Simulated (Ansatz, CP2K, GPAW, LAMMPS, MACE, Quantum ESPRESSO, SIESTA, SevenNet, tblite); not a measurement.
# CP2K on 47In2O3-53ZnO (mol %) with crystalline order left by the classical run (65 atoms): settings against a plane-wave reference

Aim: run 47In2O3-53ZnO (mol %) with crystalline order left by the classical run (65 atoms) in CP2K and see how near its forces come to a plane-wave reference, and at what cost.

Main program and level: CP2K 2026.2; the method is named at each step.

### Step 1. Set-up

The cell holds 65 atoms: 18 In, 10 Zn and 37 O. Its edges and angles: a = 9.453 Å, b = 9.453 Å, c = 9.453 Å, α = 90.0°, β = 90.0°, γ = 90.0°. 65 atoms (18 Sc, 10 Zn, 37 O) placed at random at 4.13 g/cm³, melted at 5000 K for 10 ps at fixed volume with the Morse and Coulomb pair potential with partial charges (Pedone, Malavasi, Menziani, Cormack and Segre, J. Phys. Chem. B 110, 11780 (2006)). Quenched from 5000 K to 300 K at 10 K/ps and fixed volume, held 10 ps at zero pressure, then minimised at fixed cell. Then Sc was replaced by In and the cell scaled by 1.027 (the potential has no terms for the new elements, so the cell is a start for a DFT relaxation).

The yardstick, on the same geometry:

```
method                                           : Kohn-Sham DFT, PBE, PAW, plane waves (Ansatz 0.2.0); cutoff 420 eV, Γ point, fermi-dirac smearing of 0.05 eV; PAW set soft_2
r.m.s. force component                           : 0.2911 eV/Å
longest force                                    : 1.111 eV/Å
pressure                                         : 2.139 GPa
spacing of highest filled and lowest empty level : 0.3639 eV
SCF cycles                                       : 11
time                                             : 7.3 s on 8 threads of Arm Neoverse V2, shared host
CPU time                                         : 51 s
```

### Step 2. PBE, DZVP-MOLOPT-SR, 800/50 Ry, diagonalisation

Method: Kohn-Sham DFT, PBE, GTH-PBE pseudopotentials, Gaussian and plane waves, DZVP-MOLOPT-SR-GTH, diagonalisation.

The input, input.inp:

```
&GLOBAL
  PROJECT cell
  RUN_TYPE ENERGY_FORCE
  PRINT_LEVEL LOW
&END GLOBAL
&FORCE_EVAL
  METHOD QS
  STRESS_TENSOR ANALYTICAL
  &DFT
    BASIS_SET_FILE_NAME BASIS_MOLOPT
    POTENTIAL_FILE_NAME GTH_POTENTIALS
    &MGRID
      CUTOFF 800
      REL_CUTOFF 50
      NGRIDS 5
    &END MGRID
    &QS
      EPS_DEFAULT 1.0E-12
    &END QS
    &SCF
      SCF_GUESS ATOMIC
      EPS_SCF 1.0E-06
      MAX_SCF 200
      ADDED_MOS 14
      &DIAGONALIZATION
        ALGORITHM STANDARD
      &END DIAGONALIZATION
      &SMEAR ON
        METHOD FERMI_DIRAC
        ELECTRONIC_TEMPERATURE [K] 580
      &END SMEAR
      &MIXING
        METHOD BROYDEN_MIXING
        ALPHA 0.3
        NBROYDEN 8
      &END MIXING
      &PRINT
        &RESTART OFF
        &END RESTART
      &END PRINT
    &END SCF
    &XC
      &XC_FUNCTIONAL PBE
      &END XC_FUNCTIONAL
    &END XC
    &PRINT
      &MULLIKEN ON
      &END MULLIKEN
      &LOWDIN ON
      &END LOWDIN
      &HIRSHFELD ON
      &END HIRSHFELD
      &MO ON
        EIGENVALUES T
        OCCUPATION_NUMBERS T
        MO_INDEX_RANGE 277 300
        &EACH
          QS_SCF 0
        &END EACH
        ADD_LAST NUMERIC
      &END MO
    &END PRINT
  &END DFT
  &SUBSYS
    &CELL
      A 9.45319 0.00000 0.00000
      B 0.00000 9.45319 0.00000
      C 0.00000 0.00000 9.45319
    &END CELL
    &COORD
      In 5.66331 0.61105 1.45967
      In 7.21713 2.27784 8.54890
      In 8.23987 1.98876 3.15566
      In 1.02406 4.36454 9.25997
      In 7.44250 8.44860 8.59626
      In 8.87966 0.59177 6.30811
      In 2.65417 0.83557 6.28268
      In 7.35420 8.35237 3.58389
      In 4.14711 5.63722 3.83601
      In 5.76134 3.93101 1.52168
      In 2.59055 2.37682 2.67591
      In 1.14573 7.00812 7.22451
      In 1.04146 0.78868 0.36839
      In 8.91493 3.81758 6.15942
      In 2.67639 7.02287 1.31210
      In 0.91271 5.40647 3.70612
      In 5.74537 7.12298 6.20517
      In 1.28488 8.91247 3.59883
      Zn 8.87361 6.81471 1.33696
      Zn 7.29730 5.34890 8.46760
      Zn 2.70730 3.91995 5.99597
      Zn 3.57198 2.55274 8.97089
      Zn 4.20308 5.45506 8.09032
      Zn 4.17264 8.74259 8.44652
      Zn 5.73790 3.64071 5.78762
      Zn 4.84911 0.79029 4.92048
      Zn 7.33482 5.36903 4.05873
      Zn 5.72107 6.93401 1.07190
      O 1.05517 5.53522 1.50060
      O 8.94763 6.87880 8.58652
      O 2.43694 7.00982 3.53237
      O 8.78598 3.86210 3.99189
      O 6.23211 0.69131 3.49343
      O 4.36860 8.80120 6.33269
      O 5.85814 6.98279 4.06118
      O 7.42510 8.43329 6.44906
      O 7.22696 2.28692 1.30709
      O 0.91195 5.37962 5.93178
      O 4.38023 2.28389 1.51932
      O 2.74218 6.94838 8.59286
      O 8.82777 0.65652 8.49936
      O 5.76853 4.11649 3.69374
      O 7.42057 2.25723 6.36030
      O 7.18471 5.50015 1.16823
      O 1.85717 2.72138 0.67099
      O 8.71319 3.84820 8.31900
      O 2.93181 0.75389 4.05873
      O 4.31075 5.49911 6.00107
      O 5.82827 6.92475 8.38432
      O 5.66927 3.84688 8.73815
      O 8.75129 6.78455 3.48861
      O 5.94464 0.55348 8.79960
      O 4.29033 5.58315 1.64051
      O 2.60209 4.10127 3.87534
      O 7.17412 5.21041 6.18087
      O 4.30489 8.44085 1.15783
[... 5 atom lines left out ...]
      O 4.15969 2.37606 6.04012
      O 8.80404 0.21780 4.24486
      O 1.17787 8.74798 6.11395
      O 0.69765 1.41297 2.45272
    &END COORD
    &KIND In
      BASIS_SET DZVP-MOLOPT-SR-GTH-q13
      POTENTIAL GTH-PBE-q13
    &END KIND
    &KIND Zn
      BASIS_SET DZVP-MOLOPT-SR-GTH-q12
      POTENTIAL GTH-PBE-q12
    &END KIND
    &KIND O
      BASIS_SET DZVP-MOLOPT-SR-GTH-q6
      POTENTIAL GTH-PBE-q6
    &END KIND
  &END SUBSYS
  &PRINT
    &FORCES ON
    &END FORCES
    &STRESS_TENSOR ON
    &END STRESS_TENSOR
  &END PRINT
&END FORCE_EVAL
```

On the command line:

```bash
$ OMP_NUM_THREADS=1 mpirun -np 4 cp2k.psmp -i input.inp > output.txt
```

Numbers of over 12 decimals in the logs are rounded to 6 here.

The program printed:

```text
CP2K| version string:                                       CP2K version 2026.2
 CP2K| Input file name                                                 input.inp
 GLOBAL| Basis set file name                                        BASIS_MOLOPT
 GLOBAL| Potential file name                                      GTH_POTENTIALS
 GLOBAL| Run type                                                   ENERGY_FORCE
 GLOBAL| Total number of message passing processes                             4
 GLOBAL| Number of threads for this process                                    1
 TOTAL NUMBERS AND MAXIMUM NUMBERS
  Total number of            - Atomic kinds:                                   3
                             - Atoms:                                         65
                             - Shell sets:                                    65
                             - Shells:                                       381
                             - Primitive Cartesian functions:                353
                             - Cartesian basis functions:                   1358
                             - Spherical basis functions:                   1181
  Maximum angular momentum of- Orbital basis functions:                        3
                             - Local part of the GTH pseudopotential:          2
                             - Non-local part of the GTH pseudopotential:      4
 SCF PARAMETERS         Density guess:                                    ATOMIC
                        max_scf:                                             200
                        eps_scf:                                        1.00E-06
                        added MOs                                        14    0
                        Mixing method:                            BROYDEN_MIXING
                                                charge density mixing in g-space
                        Smear method:                                FERMI_DIRAC
                        Electronic temperature [K]:                        580.0
                        Electronic temperature [a.u.]:                  1.84E-03
                        Accuracy threshold:                             1.00E-10
 Extrapolation method: initial_guess
 Number of electrons:                                                        576
 Number of occupied orbitals:                                                288
 Number of molecular orbitals:                                               302
 Number of orbital functions:                                               1181
 Number of independent orbital functions:                                   1181
 SCF WAVEFUNCTION OPTIMIZATION
  Step     Update method      Time    Convergence         Total energy    Change
     1 NoMix/Diag. 0.30E+00    4.0     1.86930870     -2214.7945893517 -2.21E+03
     2 Broy./Diag. 0.30E+00    5.5     0.30694331     -2154.5420408451  6.03E+01
     3 Broy./Diag. 0.30E+00    5.5     0.09095628     -2207.4966599644 -5.30E+01
     4 Broy./Diag. 0.30E+00    5.6     0.04035961     -2213.3699782694 -5.87E+00
[...]
14 Broy./Diag. 0.30E+00    5.6     0.00000261     -2212.7228601156 -4.33E-05
    15 Broy./Diag. 0.30E+00    5.6     0.00000079     -2212.7229052685 -4.52E-05
  *** SCF run converged in    15 steps ***
  Electronic density on regular grids:       -575.9999999999        0.0000000001
  Core density on regular grids:              575.9999999996       -0.0000000004
  Total charge density on r-space grids:       -0.0000000003
  Total charge density g-space grids:          -0.0000000003
  Overlap energy of the core charge distribution:               1.25024e-08
  Self energy of the core charge distribution:              -3952.090257
  Core Hamiltonian energy:                                   1205.873134
  Hartree energy:                                             889.566775
  Exchange-correlation energy:                               -356.071269
  Electronic entropic energy:                                  -0.00128715
  Fermi energy:                                                 0.195289
  Total energy:                                             -2212.722905
  Total energy (extrapolated to T->0):                      -2212.722262
 MO| EIGENVALUES AND OCCUPATION NUMBERS
 MO|
 MO|  Index      Eigenvalue [a.u.]        Eigenvalue [eV]             Occupation
 MO|    277               0.169585               4.614642               1.999998
 MO|    278               0.170394               4.636653               1.999997
 MO|    279               0.172336               4.689488               1.999993
[...]
MO|    299               0.355333               9.669095               0.000000
 MO|    300               0.360062               9.797792               0.000000
 MO| Sum:                                                             576.000000
 MO| E(Fermi):            0.195289 a.u.          5.314083 eV
 !-----------------------------------------------------------------------------!
                     Mulliken Population Analysis
 #  Atom  Element  Kind  Atomic population                           Net charge
       1     In       1         12.035555                              0.964445
       2     In       1         12.075503                              0.924497
       3     In       1         12.082676                              0.917324
[...]
# Total charge                            576.000000                 -0.000000
 !-----------------------------------------------------------------------------!
 !-----------------------------------------------------------------------------!
                           Hirshfeld Charges
  #Atom  Element  Kind  Ref Charge     Population                    Net charge
      1       In     1      13.000         13.774                        -0.774
      2       In     1      13.000         13.710                        -0.710
      3       In     1      13.000         13.573                        -0.573
[...]
64       O      3       6.000          5.518                         0.482
     65       O      3       6.000          5.521                         0.479
  Total Charge                                                           -0.000
 !-----------------------------------------------------------------------------!
 LOWDIN POPULATION ANALYSIS
 #  Atom  Element  Kind  Atomic population                           Net charge
[...]
64     O        3          6.234908                             -0.234908
      65     O        3          6.247672                             -0.247672
 # Total charge                            576.000000                 -0.000000
 ENERGY| Total FORCE_EVAL ( QS ) energy [hartree]          -2212.722943
 FORCES| Atomic forces [hartree/bohr]
 FORCES|   Atom     x               y               z               |f|
 FORCES|      1 -3.03337467E-03 -3.28666576E-03 -1.31113652E-03   4.66075238E-03
 FORCES|      2 -3.12746320E-03 -4.11711500E-03 -4.60345927E-03   6.92268007E-03
 FORCES|      3 -6.72044729E-04  1.14942867E-02 -4.12105095E-03   1.22292000E-02
[...]
FORCES|     64 -1.49628529E-03 -5.19427800E-03 -1.31775134E-02   1.42431125E-02
 FORCES|     65  1.48798605E-03 -6.56551706E-03  2.25229477E-03   7.09879908E-03
 FORCES| Sum    -3.15872626E-03  2.52394928E-03  4.36199011E-03
 FORCES| Total atomic force                                       5.94767428E-03
 STRESS| Analytical stress tensor [bar]
 STRESS|                        x                   y                   z
 STRESS|      x        4.30163549567E+04   4.33803664140E+03  -3.67934681394E+03
 STRESS|      y        4.33803664140E+03   5.58930980771E+04  -7.51406319253E+03
 STRESS|      z       -3.67934681394E+03  -7.51406319253E+03   3.34992828480E+04
 STRESS| 1/3 Trace                                             4.41362452939E+04
```

Run time: 1.8 min. Hardware: 4 MPI ranks of Arm Neoverse V2, shared host; peak memory 5.7 GiB; 7.2 min of CPU time.

Banners, paths, timers and routine set-up lines are dropped from the logs unmarked, and long logs keep their key lines alone; longer cuts are marked.

Numbers from this run, and their distance from the reference:

| Property | Result |
| --- | --- |
| r.m.s. force component | 0.3207 eV/Å |
| r.m.s. difference of force components | 48.55 meV/Å |
| longest difference of force vectors | 161.8 meV/Å |
| force difference over r.m.s. force | 16.68 % |
| slope of forces against the reference's | 1.093 |
| correlation of force components | 0.9921 |
| pressure | 4.414 GPa |
| pressure difference | 2.275 GPa |

Length of the force difference by element (eV/Å):

| element | atoms | mean | most |
| --- | --- | --- | --- |
| In | 18 | 0.060 | 0.16 |
| O | 37 | 0.086 | 0.15 |
| Zn | 10 | 0.069 | 0.098 |

Local excerpt of 10 atoms (numbers count through the whole input) about In7, which bears the longest force; x, y, z are measured from there.

| atom | x | y | z | distance (Å) | bonds | Mulliken charge (e) | Fx | Fy | Fz (eV/Å) |
| --- | --- | --- | --- | --- | --- | --- | --- | --- | --- |
| In7 | 0.00 | 0.00 | 0.00 | 0.00 | 6 | 1.03 | -0.95 | 0.15 | 0.65 |
| O64 | -1.48 | -1.54 | -0.17 | 2.14 | 4 | -0.64 | -0.08 | -0.27 | -0.68 |
| O59 | 0.04 | -0.13 | 2.14 | 2.14 | 4 | -0.62 | 0.65 | 0.32 | 0.30 |
| O62 | 1.51 | 1.54 | -0.24 | 2.17 | 4 | -0.60 | 0.53 | 0.62 | -0.13 |
| O58 | -1.71 | 1.38 | -0.12 | 2.20 | 4 | -0.65 | 0.27 | -0.01 | -0.05 |
| O47 | 0.28 | -0.08 | -2.22 | 2.24 | 4 | -0.62 | 0.21 | -0.09 | -0.06 |
| O34 | 1.71 | -1.49 | 0.05 | 2.27 | 4 | -0.62 | -0.15 | 0.40 | 0.14 |
| Zn26 | 2.19 | -0.05 | -1.36 | 2.58 | 4 | 0.60 | 0.97 | -0.23 | -0.43 |
| Zn24 | 1.52 | -1.55 | 2.16 | 3.06 | 6 | 0.58 | -0.08 | 0.12 | 0.08 |
| Zn21 | 0.05 | 3.08 | -0.29 | 3.10 | 6 | 0.64 | -0.31 | -0.23 | 0.11 |

Forces lie 17 % from the reference's, at 8.4 times its CPU time (on 4 against 8 cores).

(Continued in part 2 of 2.)

[Also dropped from logs without a mark: logging warnings of Python, and SIESTA's first energy breakdown and zero terms.]

[Logs are printed without paths, hosts, clocks, repeated set-up lines and the standing remarks that a program may print on its own settings, such as how far it seeks lower states.]

[Hosts, paths, dates, database ids (printed as entryN), source tags and the programs' standing remarks are cut or masked in the printed files.]
